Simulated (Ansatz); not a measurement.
## How cost and error scale: Ge(111)/CdS(10-10) interface (64 atoms) repeated

How do plane waves and support functions scale when Ge(111)/CdS(10-10) interface (64 atoms) is repeated?

Program: Ansatz 0.2.0. Level of theory: Kohn-Sham DFT, PBE, PAW (set soft_2), plane waves. Results are calculated unless marked as measured.

### 1. The structure

The cell holds 64 atoms: 32 Ge, 16 Cd and 16 S. Its edges and angles: a = 13.859 Å, b = 8.002 Å, c = 12.840 Å, α = 90.0°, β = 90.0°, γ = 90.0°. It derives from Ge and CdS. Diamond-structure Ge(111), 2 repeat layers, 8 surface cells, strained -0.00 and -0.00 %; wurtzite CdS(10-10), 2 layers, 4 cells, +3.21 and -3.27 %; outer planes 2.28 Å apart and 1.7 Å at the second interface of the periodic stack; not relaxed, displaced by a Gaussian of 0.02 Å. Regions: Ge, 32 atoms (32 Ge); CdS, 32 atoms (16 Cd and 16 S).

What the set-up can't give: The host structure and its lattice constant were typed by rule, without a check against the phase diagram.

### 2. Plane waves, typed cell on a dense mesh

The typed cell on a k-mesh is the yardstick: it samples like Γ on the cell repeated as often as the mesh has points along each axis. Its own convergence isn't tested.

input.yaml reads:

```yaml
crystal:
  lattice:
    - [13.8592, 0.0, 0.0]
    - [0.0, 8.0016, 0.0]
    - [0.0, 0.0, 12.84011]
  atoms:
    - { symbol: Ge, position: [0.0015, 0.99744, 0.06274] }
    - { symbol: Ge, position: [0.83712, 0.50125, 0.00248] }
    - { symbol: Ge, position: [0.91572, 0.24758, 0.31978] }
    - { symbol: Ge, position: [0.00456, 0.00261, 0.25339] }
    - { symbol: Ge, position: [0.49957, 0.99776, 0.06106] }
    - { symbol: Ge, position: [0.33402, 0.49571, 0.00069] }
    - { symbol: Ge, position: [0.41612, 0.24734, 0.3163] }
    - { symbol: Ge, position: [0.49785, 0.99678, 0.25305] }
    - { symbol: Ge, position: [0.7505, 0.75134, 0.06592] }
    - { symbol: Ge, position: [0.58211, 0.25273, 0.99849] }
    - { symbol: Ge, position: [0.66768, 0.00254, 0.31883] }
    - { symbol: Ge, position: [0.75023, 0.75261, 0.25463] }
    - { symbol: Ge, position: [0.99925, 0.50283, 0.06086] }
    - { symbol: Ge, position: [0.83257, 0.00085, 0.0006] }
    - { symbol: Ge, position: [0.91791, 0.75045, 0.31903] }
    - { symbol: Ge, position: [0.00043, 0.49617, 0.25187] }
    - { symbol: Ge, position: [0.25045, 0.7524, 0.0626] }
    - { symbol: Ge, position: [0.08382, 0.24766, 0.0002] }
    - { symbol: Ge, position: [0.1652, 0.9951, 0.31657] }
    - { symbol: Ge, position: [0.24926, 0.75122, 0.25454] }
    - { symbol: Ge, position: [0.49929, 0.50075, 0.06426] }
    - { symbol: Ge, position: [0.3323, 0.99648, 0.9989] }
    - { symbol: Ge, position: [0.41643, 0.75303, 0.31595] }
    - { symbol: Ge, position: [0.50169, 0.50173, 0.25609] }
    - { symbol: Ge, position: [0.7522, 0.24755, 0.06268] }
    - { symbol: Ge, position: [0.58234, 0.7526, 0.00185] }
    - { symbol: Ge, position: [0.66854, 0.50396, 0.31688] }
    - { symbol: Ge, position: [0.75189, 0.25225, 0.25599] }
    - { symbol: Ge, position: [0.25067, 0.25217, 0.06634] }
    - { symbol: Ge, position: [0.08183, 0.74673, 0.00025] }
    - { symbol: Ge, position: [0.16441, 0.49949, 0.31663] }
    - { symbol: Ge, position: [0.24945, 0.25116, 0.25426] }
    - { symbol: Cd, position: [0.94806, 0.40673, 0.49481] }
    - { symbol: S, position: [0.01417, 0.65748, 0.5874] }
    - { symbol: Cd, position: [0.19689, 0.65788, 0.58668] }
    - { symbol: S, position: [0.26016, 0.4086, 0.49775] }
    - { symbol: Cd, position: [0.94725, 0.66005, 0.77737] }
    - { symbol: S, position: [0.01243, 0.40457, 0.86665] }
    - { symbol: Cd, position: [0.1991, 0.40755, 0.86901] }
    - { symbol: S, position: [0.26009, 0.65892, 0.77651] }
    - { symbol: Cd, position: [0.45079, 0.40426, 0.49512] }
    - { symbol: S, position: [0.50875, 0.65623, 0.58968] }
    - { symbol: Cd, position: [0.6979, 0.65787, 0.58941] }
    - { symbol: S, position: [0.75837, 0.41371, 0.49685] }
    - { symbol: Cd, position: [0.4459, 0.65326, 0.77359] }
    - { symbol: S, position: [0.50895, 0.40886, 0.86525] }
    - { symbol: Cd, position: [0.69781, 0.40254, 0.86614] }
    - { symbol: S, position: [0.7587, 0.65725, 0.77461] }
    - { symbol: Cd, position: [0.94785, 0.90743, 0.49854] }
    - { symbol: S, position: [0.0124, 0.16238, 0.58941] }
    - { symbol: Cd, position: [0.19663, 0.15532, 0.58681] }
    - { symbol: S, position: [0.26232, 0.90998, 0.4946] }
    - { symbol: Cd, position: [0.94976, 0.15784, 0.7755] }
    - { symbol: S, position: [0.0099, 0.9089, 0.86799] }
    - { symbol: Cd, position: [0.19496, 0.90752, 0.86585] }
    - { symbol: S, position: [0.26199, 0.15646, 0.77754] }
    - { symbol: Cd, position: [0.44827, 0.90204, 0.49618] }
    - { symbol: S, position: [0.50659, 0.16138, 0.59018] }
    - { symbol: Cd, position: [0.69662, 0.15351, 0.58863] }
    - { symbol: S, position: [0.75955, 0.91188, 0.49607] }
    - { symbol: Cd, position: [0.44768, 0.15797, 0.77393] }
    - { symbol: S, position: [0.51082, 0.90851, 0.86666] }
    - { symbol: Cd, position: [0.69653, 0.90418, 0.8678] }
    - { symbol: S, position: [0.75933, 0.15787, 0.77581] }
kpoints:
  mp_grid: { grid: [3, 4, 3] }
hamiltonian:
  xc: pbe
scf:
  occupations: { method: gaussian, width: 0.05 }
output:
  forces: true
  stress: true
  populations: true
  dos:
    method: { smearing: { sigma: 0.1 } }
    de: 0.1
    projected:
      site_lists:
        Cd: [Cd]
        Ge: [0, 1, 2, 3, 4, 5, 6, 7, 8, 9, 10, 11, 12, 13, 14, 15, 16, 17, 18, 19, 20, 21, 22, 23, 24, 25, 26, 27, 28, 29, 30, 31]
        S: [S]
        CdS: [32, 33, 34, 35, 36, 37, 38, 39, 40, 41, 42, 43, 44, 45, 46, 47, 48, 49, 50, 51, 52, 53, 54, 55, 56, 57, 58, 59, 60, 61, 62, 63]
  eigenvalues: true
```

Started as:

```console
> ansatz run input.yaml --threads 8 --pin off --max-ram 15872MiB --backend cpu --events-out ev --progress --plain --runs-dir out
```

Numbers of over 12 decimals in the logs are rounded to 6 here.

Output:

```text
Engine: ansatz 0.2.0, aarch64-unknown-linux-gnu
Pseudopotentials: kind: paw
Pseudopotential: Ge, paw, valence charge 14, recommended cutoff 420 eV (normal), Ge.paw.azcp
Pseudopotential: Cd, paw, valence charge 20, recommended cutoff 420 eV (normal), Cd.paw.azcp
Pseudopotential: S, paw, valence charge 6, recommended cutoff 420 eV (normal), S.paw.azcp
Functional definition: PBE
  parameter kappa = 0.804
  parameter beta = 0.066725
  exchange = pbe_x(kappa = kappa, mu = beta*pi^2/3)
  correlation = pbe_c(beta = beta)
Crystal: 64 atoms, lattice volume = 1423.914 Å³
Basis set: ecut = 420 eV, 27875 PW (Γ), exchange–correlation on 192×108×180 points (8 copies of the dense FFT grid, shifted against one another)
Bands: 519, of which v1, the nominal top of the filled ones, is band 432 counted from 1 (431 counted from 0)
Symmetry: 1 space group operations
Space group: P1 (ITA 1), of the structure as read, at distance tolerance 1.1e-4 Å
k-points: 19 of 36 (time reversal used)
Non-local potential: Ge, projectors of the file, l = 0: 2, l = 1: 2, l = 2: 3, l = 3: 1
Non-local potential: Cd, projectors of the file, l = 0: 3, l = 1: 2, l = 2: 2, l = 3: 1
Non-local potential: S, projectors of the file, l = 0: 2, l = 1: 2, l = 2: 2
PAW form: soft (Blöchl's): semilocal exchange-correlation on the pseudo side does not see the compensation charge
PAW one-centre angular grid: Ge, 590 points (default); XC on 64 Gauss nodes
PAW one-centre angular grid: Cd, 590 points (default); XC on 64 Gauss nodes
PAW one-centre angular grid: S, 110 points (default); XC on 64 Gauss nodes
Initial density: superposition of atomic densities (neutral atoms: chi_scale 0, normalization atom), corrected by the library's trained network
Initial wavefunctions: pseudopotential atomic-orbital guess
Functional: x = pbe(κ = 0.804, μ = 0.219515), c = pbe(β = 0.066725)
SCF iter   1: F=—  HF=-283942.832740 eV  |F-HF|=—  |Δ(HF+E_count)|=         —  Δρ=3.12e-3  dr2=5.27e-1  ethr=1.77e-3  ⟨swp⟩=5.9  Hψ=34349  notcnv=0  defer=56
preconditioner: auto → LDOS  [metal: Δε(μ)=0.013 eV  Ē_g=18.091 eV  σ=0.050 eV  W_gap=0.15  n_scr=382 (ndim 8)  ℏωp=26.7 eV  f_vac=0.072  D(μ)=11.71/eV (n_scr^D=42)  β→1.0]
SCF iter   2: F=—  HF=-283942.800770 eV  |F-HF|=—  |Δ(HF+E_count)|=   3.20e-2  Δρ=1.62e-3  dr2=1.92e-1  ethr=6.10e-5  ⟨swp⟩=2.0  Hψ=15458  notcnv=0  defer=1490
SCF iter   3: F=—  HF=-283942.773658 eV  |F-HF|=—  |Δ(HF+E_count)|=   2.71e-2  Δρ=4.85e-4  dr2=8.63e-3  ethr=2.22e-5  ⟨swp⟩=2.0  Hψ=12153  notcnv=0  defer=1490
SCF iter   4: F=—  HF=-283942.772094 eV  |F-HF|=—  |Δ(HF+E_count)|=   1.56e-3  Δρ=1.68e-4  dr2=7.46e-4  ethr=9.99e-7  ⟨swp⟩=2.0  Hψ=14992  notcnv=0  defer=1490
SCF iter   5: F=—  HF=-283942.771982 eV  |F-HF|=—  |Δ(HF+E_count)|=   1.11e-4  Δρ=4.94e-5  dr2=6.26e-5  ethr=8.64e-8  ⟨swp⟩=2.0  Hψ=14990  notcnv=0  defer=1490
SCF iter   6: F=—  HF=-283942.774116 eV  |F-HF|=—  |Δ(HF+E_count)|=   2.13e-3  Δρ=1.71e-5  dr2=6.52e-6  ethr=7.24e-9  ⟨swp⟩=2.0  Hψ=12948  notcnv=0  defer=1490
SCF iter   7: F=—  HF=-283942.774118 eV  |F-HF|=—  |Δ(HF+E_count)|=   2.48e-6  Δρ=6.08e-6  dr2=5.97e-7  ethr=7.55e-10  ⟨swp⟩=2.0  Hψ=14996  notcnv=0  defer=1490
SCF iter   8: F=-283942.774119 eV  HF=-283942.774119 eV  |F-HF|=2.25e-8  |Δ(HF+E_count)|=   4.06e-7  Δρ=1.96e-6  dr2=5.54e-8  ethr=1.16e-11  ⟨swp⟩=9.3  Hψ=46210  notcnv=0
SCF 1 converged in 8 iterations: F = -283942.774119 eV  dr2 = 5.54e-8
  greatest PAW one-centre occupation: 1.000 electrons in one spin orbital (limit 2), on the Cd atom at site 54 (counted from 0), in its partial waves of l = 0
SCF converged after 8 iterations
Free energy (F): -283942.774119 eV
Harris-Foulkes:  -283942.774119 eV  (|F-HF|=2.25e-8)
Internal energy: -283942.757811 eV  (E = F + TS)
E sigma→0 (E₀):  -283942.765965 eV
Entropy (-TS):   -0.016307 eV (-0.255 meV/atom)
Fermi energy:    9.276169 eV
--- Per-component energies (eV) ---
  E_band       = -12259.874438
  E_kinetic    = 13391.702801
  E_local      = -144768.763368  (includes V_loc(G=0)·N_el)
  E_nonlocal   = 14365.700164
  E_hartree    = 65230.960675
  E_xc         = -6820.967308
  E_vxc        = -7039.896045  (∫ρ·V_xc dr)
  E_paw        = -139538.959143  (= ΣΔE_a)
  E_vpaw       = -18670.553963  (= ΣTr[D̂ρ^β])
  E_aug_tail   = 0.010439  (compensation charges beyond the density's cutoff)
  E_ewald      = -85802.442070
  E_smearing   = -0.016307  (= −TS)
  E_closure    = -0.000000  (closes the sum)
  Σ components = -283942.774119   (vs F -283942.774119, Δ=0.00e0)
--- Forces (eV/Å), atoms counted from 1 ---
  atom   1  Ge    -0.23914364     0.01731682     0.98974857
  atom   2  Ge    -0.81699721     0.24321903    -0.07980774
  atom   3  Ge     0.47648115    -0.13043569    -0.28308290
  atom   4  Ge    -1.04283177     0.06432706     0.28438208
  atom   5  Ge    -0.04485642     0.35790804     1.08061064
  atom   6  Ge     0.10593301     0.70617958     0.30695730
  atom   7  Ge     0.14167934     0.12141604    -0.10561086
  atom   8  Ge     0.29699927     0.61778520     0.14689602
  atom   9  Ge     0.55213762    -0.38314244     0.53346818
  atom  10  Ge    -0.37449362    -0.69838866     1.74574445
  atom  11  Ge     0.29128667    -0.31912548     0.16936545
  atom  12  Ge     0.06449669     0.30898659     0.38750300
  atom  13  Ge     0.47947659    -0.62204000     1.23077929
  atom  14  Ge     0.39288491    -0.01471983     0.13440847
[...]
atom  63  Cd     0.47797279     0.50591223    -1.19422471
  atom  64  S      0.46887953    -0.24887244    -1.08955472
  max |Σ_I F_I| component: 3.54e-5 eV/Å
--- Stress (GPa, compression-positive) ---
        5.596917      -0.299852      -0.586604
       -0.299852       7.372498       0.296106
       -0.586604       0.296106       9.829848
  P = ⅓ Tr σ = 7.5998 GPa (75.998 kbar)
--- Band table (eV; the first three rows and the last of 19) ---
  k-point 0: bands = ["-94.0061", "-93.9903", "-93.9866", "-93.9837", [... 503 levels ...], "14.5517", "14.5935", "14.6312", "14.7204", "14.7969", "14.8260", "14.8452", "14.8901", "14.9914", "15.0014", "15.0076", "15.0391"]
[...]
--- Löwdin populations: 64 sites ---
  site symbol       q [e]
     0     Ge     13.8912
     1     Ge     14.2951
     2     Ge     14.2904
[...]
63      S      7.0067
  spilling = 0.004798 (of n_electrons = 864.000000)
```

It took 10 min on 8 threads of Arm Neoverse V2, shared host; peak memory 12 GiB.

The program notes that it cut back its work space to fit the memory limit.

Read from the output:

* free energy: -283942.7741 eV
* free energy per atom: -4436.6058 eV/atom
* SCF cycles: 8
* pressure: 7.6 GPa
* r.m.s. force component: 0.5874 eV/Å
* longest force: 1.917 eV/Å
* Fermi energy: 9.276 eV
* levels partly filled by over 2 per cent: 18
* spilling of the projection: 0.004798

The r.m.s. force component of 0.59 eV/Å sets the scale for the differences below.

### 3. Plane waves, 64 atoms

The typed cell is solved at Γ alone, the coarsest sampling of the series.

input.yaml, the sections that differ from step 2:

```yaml
kpoints:
  mp_grid: { grid: [1, 1, 1] }
output:
  forces: true
# crystal, hamiltonian, scf: as in step 2
```

Run time: 8.9 s. Hardware: 8 threads; peak memory 2.1 GiB; 66 s of CPU time.

It converged in 9 SCF cycles; the log is left out.

The energy lies 137 meV/atom above the dense-mesh reference.

### 4. Support functions, 64 atoms

The typed cell is solved at Γ alone, now in support functions.

This step: Kohn-Sham DFT, PBE, PAW (set soft_2), localised support functions (medium) (Ansatz 0.2.0).

Changes to input.yaml since step 3:

```diff
@@ -13,2 +13,4 @@
   occupations: { method: gaussian, width: 0.05 }
+  eigensolver: { kind: { support_functions: { accuracy: medium } } }
+  max_iter: 150
 output:
```

It took 68 s on 8 threads; peak memory 3.5 GiB; 8.9 min of CPU time.

The program notes that the band table was not solved further than the SCF left it and it switched symmetry off.

It converged in 15 SCF cycles; the log is left out.

The energy lies 136 meV/atom above the dense-mesh reference, and 1.4 meV/atom below plane waves of the same size, an offset between the two bases that leaves the sampling error alike.

### 5. Plane waves, 128 atoms

The cell is repeated and solved at Γ in plane waves, whose cost grows towards the cube of the size.

This step: Kohn-Sham DFT, PBE, PAW (set soft_2), plane waves (Ansatz 0.2.0).

input.yaml, the sections that differ from step 4:

```yaml
crystal:
  lattice:
    - [13.8592, 0.0, 0.0]
    - [0.0, 8.0016, 0.0]
    - [0.0, 0.0, 12.84011]
  atoms:
    [... the 64 atom lines of step 2 ...]
  supercell: [1, 2, 1]
scf:
  occupations: { method: gaussian, width: 0.05 }
# kpoints, hamiltonian, output: as in step 4
```

Run time: 45 s. Hardware: 8 threads; peak memory 6.1 GiB.

The program repeats the typed cell 1×2×1 times, 128 atoms in all; totals in the log are those of the whole repeated cell, and force differences are taken after averaging over the copies of each atom.

It converged in 7 SCF cycles; the log is left out.

The energy lies 13.1 meV/atom above the dense-mesh reference.

(Part 1 of 2 ends here.)

[Logs are printed without paths, hosts, clocks, repeated set-up lines and the standing remarks that a program may print on its own settings, such as how far it seeks lower states.]

[Hosts, paths, dates, database ids (printed as entryN), source tags and the programs' standing remarks are cut or masked in the printed files.]
